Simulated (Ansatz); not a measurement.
**How many bands does the GW gap of LaBiS2O (P4/nmm) need?**

Wanted: a G0W0 gap for LaBiS2O (P4/nmm) that is converged in bands and cutoff, or an estimate of the limit.

Calculated with Ansatz 0.2.0; G0W0 on LDA, plane waves, PAW.

**1. Set-up**

The structure is tetragonal, space group P4/nmm (No. 129). Conventional cell: a = 4.055 Å, b = 4.055 Å, c = 14.173 Å, α = 90.00°, β = 90.00°, γ = 90.00°. Nearest to La lie 4 O at 2.38 Å and 4 S at 3.21 Å. Bi has 5 S at 2.52 to 2.88 Å nearest. S has 4 Bi at 2.88 Å nearest. S has 1 Bi at 2.52 Å and 4 La at 3.21 Å nearest. O has 4 La at 2.38 Å nearest. Farther neighbours and most contacts between anions are not listed.

The cell and positions are those that the Materials Project relaxed with its own functionals (PBE, PBE+U or r2SCAN), kept fixed. Spin-orbit coupling is left out unless a step names it.

**2. 695 empty bands, screening to 120 eV**

Now the one-shot GW correction: screening in the RPA, then the self-energy of the levels asked for. This step takes hard PAW files.

The input, input.yaml:

```yaml
crystal:
  lattice:
    - [4.055497, 0.0, 0.0]
    - [0.0, 4.055497, 0.0]
    - [0.0, 0.0, 14.173265]
  atoms:
    - { symbol: La, position: [0.5, 0.0, 0.587742] }
    - { symbol: La, position: [0.0, 0.5, 0.412258] }
    - { symbol: Bi, position: [0.0, 0.5, 0.867775] }
    - { symbol: Bi, position: [0.5, 0.0, 0.132225] }
    - { symbol: S, position: [0.5, 0.0, 0.89002] }
    - { symbol: S, position: [0.0, 0.5, 0.10998] }
    - { symbol: S, position: [0.0, 0.5, 0.690201] }
    - { symbol: S, position: [0.5, 0.0, 0.309799] }
    - { symbol: O, position: [0.0, 0.0, 0.5] }
    - { symbol: O, position: [0.5, 0.5, 0.5] }
kpoints:
  mp_grid: { grid: [6, 6, 2] }
hamiltonian:
  xc: lda
  pseudopotentials: { kind: paw, source: ansatz }
scf:
  occupations: { method: fixed }
gw:
  n_empty_bands: 695
  ecut_chi: 120.0
  qp_bands: [v3, c3]
  qp_kpoints: band_edges
  screening: { model: contour_deformation }
```

On the command line:

```console
> ansatz run input.yaml --threads 16 --pin off --max-ram 82944MiB --backend cuda --events-out ev --progress --plain --runs-dir out --devices 1 --max-vram 78GiB
```

Numbers of over 12 decimals in the logs are rounded to 6 here.

Output:

```text
GPUs: using 1 of 1 available (devices: 1).
Engine: ansatz 0.2.0, aarch64-unknown-linux-gnu
Pseudopotentials: kind: paw
Pseudopotential: La, paw, valence charge 11, recommended cutoff 600 eV (normal), La.paw.azcp
Pseudopotential: Bi, paw, valence charge 23, recommended cutoff 500 eV (normal), Bi.paw.azcp
Pseudopotential: S, paw, valence charge 6, recommended cutoff 510 eV (normal), S.paw.azcp
Pseudopotential: O, paw, valence charge 6, recommended cutoff 930 eV (normal), O.paw.azcp
Functional definition: SPW92
  exchange = slater_x
  correlation = pw_c
[...]
Crystal: 10 atoms, lattice volume = 233.108 Å³
Basis set: ecut = 930 eV, 15035 PW (Γ)
Bands: 63, of which v1, the nominal top of the filled ones, is band 52 counted from 1 (51 counted from 0)
Symmetry: 16 space group operations
Space group: P4/nmm (ITA 129), of the structure as read, at distance tolerance 6.2e-5 Å
k-points: 20 of 72
Non-local potential: La, projectors of the file, l = 0: 3, l = 1: 3, l = 2: 2, l = 3: 3
Non-local potential: Bi, projectors of the file, l = 0: 3, l = 1: 3, l = 2: 3, l = 3: 2
Non-local potential: S, projectors of the file, l = 0: 2, l = 1: 2, l = 2: 2
Non-local potential: O, projectors of the file, l = 0: 2, l = 1: 2, l = 2: 1
PAW form: soft (Blöchl's): semilocal exchange-correlation on the pseudo side does not see the compensation charge
PAW frozen core: La, regenerated for the run's functional, and the local potential with it (the file was generated under x = pbe(κ = 0.804, μ = 0.219515), c = pbe(β = 0.066725))
PAW frozen core: Bi, regenerated for the run's functional, and the local potential with it (the file was generated under x = pbe(κ = 0.804, μ = 0.219515), c = pbe(β = 0.066725))
PAW frozen core: S, regenerated for the run's functional, and the local potential with it (the file was generated under x = pbe(κ = 0.804, μ = 0.219515), c = pbe(β = 0.066725))
PAW frozen core: O, regenerated for the run's functional, and the local potential with it (the file was generated under x = pbe(κ = 0.804, μ = 0.219515), c = pbe(β = 0.066725))
PAW one-centre angular grid: La, 590 points (default); XC on 64 Gauss nodes
PAW one-centre angular grid: Bi, 590 points (default); XC on 64 Gauss nodes
PAW one-centre angular grid: S, 110 points (default); XC on 64 Gauss nodes
[...]
Initial density: superposition of atomic densities (chi_scale 0.1, normalization cell, long waves kept (reshape's long-wave potential 0.47 eV rms))
Initial wavefunctions: pseudopotential atomic-orbital guess
[...]
Functional: x = slater, c = lda
SCF iter   1: F=—  HF=-48323.831397 eV  |F-HF|=—  |Δ(HF+E_count)|=         —  Δρ=5.29e-2  dr2=1.63e1  ethr=3.10e-3  ⟨swp⟩=4.4  Hψ=4590  notcnv=0  defer=49
preconditioner: auto → Resta (q_TF=auto, 2.385 Å⁻¹)  ε∞=4.6  [insulator: Δε(μ)=0.111 eV  Ē_g=11.750 eV  n_scr=66 (ndim 8)  ℏωp=22.3 eV  f_vac=0.001  ε∞_Penn≈4.6]
SCF iter   2: F=—  HF=-48321.428605 eV  |F-HF|=—  |Δ(HF+E_count)|=    2.40e0  Δρ=2.63e-2  dr2=1.83e0  ethr=3.10e-3  ⟨swp⟩=5.4  Hψ=5700  notcnv=0  defer=170
SCF iter   3: F=—  HF=-48321.003554 eV  |F-HF|=—  |Δ(HF+E_count)|=   4.25e-1  Δρ=1.20e-2  dr2=3.27e-1  ethr=1.76e-3  ⟨swp⟩=2.8  Hψ=2185  notcnv=0  defer=176
SCF iter   4: F=—  HF=-48320.928454 eV  |F-HF|=—  |Δ(HF+E_count)|=   7.51e-2  Δρ=5.31e-3  dr2=1.05e-1  ethr=3.14e-4  ⟨swp⟩=3.5  Hψ=1550  notcnv=0  defer=179
SCF iter   5: F=—  HF=-48320.907062 eV  |F-HF|=—  |Δ(HF+E_count)|=   2.14e-2  Δρ=1.86e-3  dr2=1.02e-2  ethr=1.01e-4  ⟨swp⟩=4.2  Hψ=1573  notcnv=0  defer=181
SCF iter   6: F=—  HF=-48320.905439 eV  |F-HF|=—  |Δ(HF+E_count)|=   1.62e-3  Δρ=4.95e-4  dr2=7.52e-4  ethr=9.82e-6  ⟨swp⟩=4.0  Hψ=2184  notcnv=0  defer=181
[...]
SCF iter   8: F=—  HF=-48320.905430 eV  |F-HF|=—  |Δ(HF+E_count)|=   9.97e-6  Δρ=4.55e-5  dr2=7.83e-6  ethr=1.05e-7  ⟨swp⟩=2.0  Hψ=1511  notcnv=0  defer=179
SCF iter   9: F=—  HF=-48320.905427 eV  |F-HF|=—  |Δ(HF+E_count)|=   2.91e-6  Δρ=1.06e-5  dr2=5.10e-7  ethr=7.53e-9  ⟨swp⟩=2.0  Hψ=2141  notcnv=0  defer=179
SCF iter  10: F=-48320.905427 eV  HF=-48320.905427 eV  |F-HF|=2.04e-8  |Δ(HF+E_count)|=   2.03e-8  Δρ=3.51e-6  dr2=4.97e-8  ethr=9.62e-11  ⟨swp⟩=33.1  Hψ=9622  notcnv=0
SCF 1 converged in 10 iterations: F = -48320.905427 eV  dr2 = 4.97e-8
[...]
SCF converged after 10 iterations
[...]
5    53      9.6049   -10.9116    -3.2702   -14.5275  0.7485     9.9551     9.9506  root
     5    54      9.9279   -10.7125    -3.5513   -14.6109  0.7378    10.2826    10.2750  root
     5    55      9.9725   -10.3876    -3.5418   -14.3067  0.7466    10.3555    10.3498  root
     6    50      7.2079   -19.0934     2.7438   -16.0588  0.6998     6.9167     6.9170  root
     6    51      7.8615   -16.8921     0.7884   -16.0324  0.7333     7.7901     7.7903  root
     6    52      7.8615   -16.8921     0.7884   -16.0324  0.7333     7.7901     7.7903  root
     6    53      8.6968   -10.5320    -3.0027   -13.8201  0.7568     8.9845     8.9821  root
     6    54      8.6968   -10.5320    -3.0027   -13.8201  0.7568     8.9845     8.9821  root
     6    55      9.3175   -10.5790    -3.2003   -14.1375  0.7572     9.6802     9.6756  root
     7    50      7.1868   -19.2848     2.8223   -16.1749  0.6995     6.8989     6.8992  root
     7    51      7.8517   -16.8877     0.7681   -16.0514  0.7333     7.7834     7.7835  root
     7    52      7.8517   -16.8877     0.7681   -16.0514  0.7333     7.7834     7.7835  root
     7    53      8.7041   -10.4980    -3.0158   -13.8002  0.7566     8.9929     8.9904  root
     7    54      8.7041   -10.4980    -3.0158   -13.8002  0.7566     8.9929     8.9904  root
     7    55      9.3193   -10.5925    -3.1983   -14.1491  0.7571     9.6822     9.6776  root
     8    50      7.4354   -17.8493     2.4681   -15.0213  0.7037     7.0694     7.0756  root
     8    51      7.5727   -20.5722     3.0403   -17.2523  0.7103     7.2899     7.2932  root
     8    52      7.6080   -18.5345     2.0185   -16.2817  0.7185     7.3717     7.3737  root
     8    53      9.6900   -10.2557    -3.4946   -14.1191  0.7533    10.0641    10.0588  root
     8    54     10.0217   -10.5374    -3.6125   -14.5270  0.7421    10.4061    10.3989  root
     8    55     11.3017   -10.5289    -4.3210   -15.5647  0.7402    12.0534    12.0166  root
     9    50      7.4741   -18.3185     2.5777   -15.3876  0.7040     7.1151     7.1210  root
     9    51      7.4769   -18.0723     1.6977   -16.1803  0.7207     7.2814     7.2827  root
     9    52      7.5546   -20.6328     3.0717   -17.2819  0.7102     7.2720     7.2754  root
[...]
13    53     10.0673   -10.5457    -3.6321   -14.5304  0.7353    10.4251    10.4199  root
    13    54     10.0673   -10.5457    -3.6321   -14.5304  0.7353    10.4251    10.4199  root
    13    55     10.8175   -10.8801    -4.0447   -15.4494  0.7296    11.3514    11.3420  root
    18    50      6.7149   -24.8105     4.3295   -20.3317  0.7056     6.5648     6.5656  root
    18    51      7.1042   -18.3025     2.5308   -15.4617  0.7046     6.7899     6.7941  root
    18    52      7.1042   -18.3025     2.5308   -15.4617  0.7046     6.7899     6.7941  root
    18    53     11.4832   -10.7577    -4.7981   -16.5255  0.7369    12.4686    12.4530  root
    18    54     11.4832   -10.7577    -4.7981   -16.5255  0.7369    12.4686    12.4530  root
    18    55     12.0572   -16.1441    -8.4392   -27.5098  0.7002    15.1716    14.9837  root ?
```

Elapsed: 79 s, on 1 × NVIDIA GB200 (shared by 2 runs) with 16 threads of Arm Neoverse V2, shared host; peak memory 7.7 GiB.

In the SCF lines HF is the Harris–Foulkes energy and dr2 the Hartree energy of the density residual, in eV; the loop may stop once dr2 is under the threshold and the program's other checks hold. Hψ counts applications of the Hamiltonian.

Numbers from this step:

```
bands summed                                 : 747
RPA ε∞ on this mesh (eigenvalues)            : 7.389, 19.45, 19.45
plane waves in the screening matrix          : 701
q-points in the mesh                         : 72
G0W0 gap on the mesh                         : 1.192 eV
k of the valence top                         : 0, -0.5, 0
k of the conduction bottom                   : 0, -0.5, 0
starting gap on the mesh                     : 0.8295 eV
Z at the valence top                         : 0.7333
Z at the conduction bottom                   : 0.7568
least direct G0W0 gap on the computed points : 1.192 eV
```

The gap on the mesh goes from 0.83 eV to 1.19 eV, a correction of +0.36 eV. Between the two edge states, bare exchange in place of the xc potential would open the gap by 4.15 eV, and correlation takes back 3.79 eV.

**3. 1497 empty bands, screening to 200 eV**

Bands and screening cutoff are moved together, since each hides the error of the other.

input.yaml: that of step 2 with these lines changed.

```diff
@@ -24,4 +24,4 @@
 gw:
-  n_empty_bands: 695
-  ecut_chi: 120.0
+  n_empty_bands: 1497
+  ecut_chi: 200.0
   qp_bands: [v3, c3]
```

Output:

```text
GPUs: using 1 of 1 available (devices: 1).
[...]
Crystal: 10 atoms, lattice volume = 233.108 Å³
Basis set: ecut = 930 eV, 15035 PW (Γ)
Bands: 63, of which v1, the nominal top of the filled ones, is band 52 counted from 1 (51 counted from 0)
[... 1 set-up line as in the run before ...]
[...]
k-points: 20 of 72
[...]
SCF iter   1: F=—  HF=-48323.831397 eV  |F-HF|=—  |Δ(HF+E_count)|=         —  Δρ=5.29e-2  dr2=1.63e1  ethr=3.10e-3  ⟨swp⟩=4.4  Hψ=4590  notcnv=0  defer=49
[...]
SCF iter   6: F=—  HF=-48320.905439 eV  |F-HF|=—  |Δ(HF+E_count)|=   1.62e-3  Δρ=4.95e-4  dr2=7.52e-4  ethr=9.82e-6  ⟨swp⟩=4.0  Hψ=2184  notcnv=0  defer=181
[...]
SCF iter   8: F=—  HF=-48320.905430 eV  |F-HF|=—  |Δ(HF+E_count)|=   9.97e-6  Δρ=4.55e-5  dr2=7.83e-6  ethr=1.05e-7  ⟨swp⟩=2.0  Hψ=1511  notcnv=0  defer=179
[...]
SCF iter  10: F=-48320.905427 eV  HF=-48320.905427 eV  |F-HF|=2.04e-8  |Δ(HF+E_count)|=   2.03e-8  Δρ=3.51e-6  dr2=4.97e-8  ethr=9.62e-11  ⟨swp⟩=33.1  Hψ=9622  notcnv=0
SCF 1 converged in 10 iterations: F = -48320.905427 eV  dr2 = 4.97e-8
[...]
SCF converged after 10 iterations
[...]
5    53      9.6049   -10.9116    -3.4154   -14.5275  0.7475     9.8068     9.8054  root
     5    54      9.9279   -10.7125    -3.6926   -14.6109  0.7369    10.1357    10.1337  root
     5    55      9.9725   -10.3876    -3.6718   -14.3067  0.7457    10.2219    10.2198  root
     6    50      7.2079   -19.0934     2.5761   -16.0588  0.6982     6.7423     6.7493  root
     6    51      7.8615   -16.8921     0.6090   -16.0324  0.7321     7.6089     7.6108  root
     6    52      7.8615   -16.8921     0.6090   -16.0324  0.7321     7.6089     7.6108  root
     6    53      8.6968   -10.5320    -3.1322   -13.8201  0.7559     8.8533     8.8527  root
     6    54      8.6968   -10.5320    -3.1322   -13.8201  0.7559     8.8533     8.8527  root
[...]
18    51      7.1042   -18.3025     2.3719   -15.4617  0.7033     6.6241     6.6352  root
    18    52      7.1042   -18.3025     2.3719   -15.4617  0.7033     6.6241     6.6352  root
    18    53     11.4832   -10.7577    -4.9938   -16.5255  0.7357    12.3162    12.2573  root
    18    54     11.4832   -10.7577    -4.9938   -16.5255  0.7357    12.3162    12.2573  root
    18    55     12.0572   -16.1441    -8.6127   -27.5098  0.6975    14.9764    14.8102  root ?
```

Run time: 4.4 min. Hardware: 1 × NVIDIA GB200 (shared by 2 runs) with 16 threads; peak memory 18 GiB.

Numbers from this step:

```yaml
bands_summed: 1549
rpa_eps_infinity_on_this_mesh_eigenvalues: 7.379, 19.44, 19.44
plane_waves_in_the_screening_matrix: 1517
q_points_in_the_mesh: 72
g0w0_gap_on_the_mesh: 1.242 eV
k_of_the_valence_top: 0, -0.5, 0
k_of_the_conduction_bottom: 0, -0.5, 0
starting_gap_on_the_mesh: 0.8295 eV
z_at_the_valence_top: 0.7321
z_at_the_conduction_bottom: 0.7559
least_direct_g0w0_gap_on_the_computed_points: 1.242 eV
```

Against the run with 6×6×2 mesh, 695 empty bands, screening to 120 eV, hard PAW files, the gap moves by +0.05 eV.

**4. The runs together**

Times are wall times on 1 × NVIDIA GB200 (shared by 2 runs) with 16 threads of Arm Neoverse V2, shared host, good to a factor of about two.

```csv
mesh,files,frequency,bands summed,cutoff (eV),start (eV),G0W0 (eV),time,host memory (GiB)
6×6×2,hard PAW,contour deformation,747,120,0.829,1.192,79 s,7.7
6×6×2,hard PAW,contour deformation,1549,200,0.829,1.242,4.4 min,18
```

How the two edges are built up, in eV (the quasiparticle level is the starting level plus Σx plus Σc less Vxc):

```csv
run,edge,start,Σx,Σc,Vxc,Z,QP
747 bands,valence top,7.86,-16.89,0.79,-16.03,0.73,7.79
747 bands,conduction bottom,8.70,-10.53,-3.00,-13.82,0.76,8.98
1549 bands,valence top,7.86,-16.89,0.61,-16.03,0.73,7.61
1549 bands,conduction bottom,8.70,-10.53,-3.13,-13.82,0.76,8.85
```

**5. Outcome**

| Property | Result |
| --- | --- |
| 747 bands, 120 eV | 1.192 eV |
| 1549 bands, 200 eV | 1.242 eV |
| estimated limit in bands and cutoff | 1.29 eV |
| mesh and start | 6×6×2, LDA |

A line in one over the bands through the two rungs gives 1.29 eV, +0.05 eV from the top rung; with two points alone it is an unchecked estimate. The rungs stand 0.10 eV (747 bands) and 0.05 eV (1549 bands) from it. From 747 to 1549 bands the gap moves by +0.05 eV while the time grows 3.4-fold. Σc changes by −0.18 eV at the valence top and −0.13 eV at the conduction bottom, so the levels themselves move more than the gap between them. Gaps are over the mesh's points; an edge off the mesh would be missed. The 6×6×2 mesh is coarse for this cell (its supercell is 24 Å along the shortest edge). The RPA ε∞ on it, from the LDA start, is 7.38 and 19.44; such meshes misread the long-range screening, most where the gap is narrow. Where an edge is built on 6p states of lead, bismuth or thallium, scalar-relativistic gaps usually stand too wide, by a few tenths to over one eV. Empty 4f levels lie among the conduction bands. Their place in the start is unsure; it enters the screening, and the edge itself where they lie low. The many-body steps are scalar-relativistic: spin-orbit coupling is not in them.

[Paths, hosts, dates, memory and timing lines, banners, echoed tables and standing remarks are left out of the program output.]

[Logs are printed without paths, hosts, clocks, repeated set-up lines and the standing remarks that a program may print on its own settings, such as how far it seeks lower states.]

[Runs of the session that timed out or met a known fault of the program may be left out.]

[Cells called generated may have been cut or substituted from an entry of the Crystallography Open Database or the Materials Project.]

[Hosts, paths, dates, database ids (printed as entryN), source tags and the programs' standing remarks are cut or masked in the printed files.]
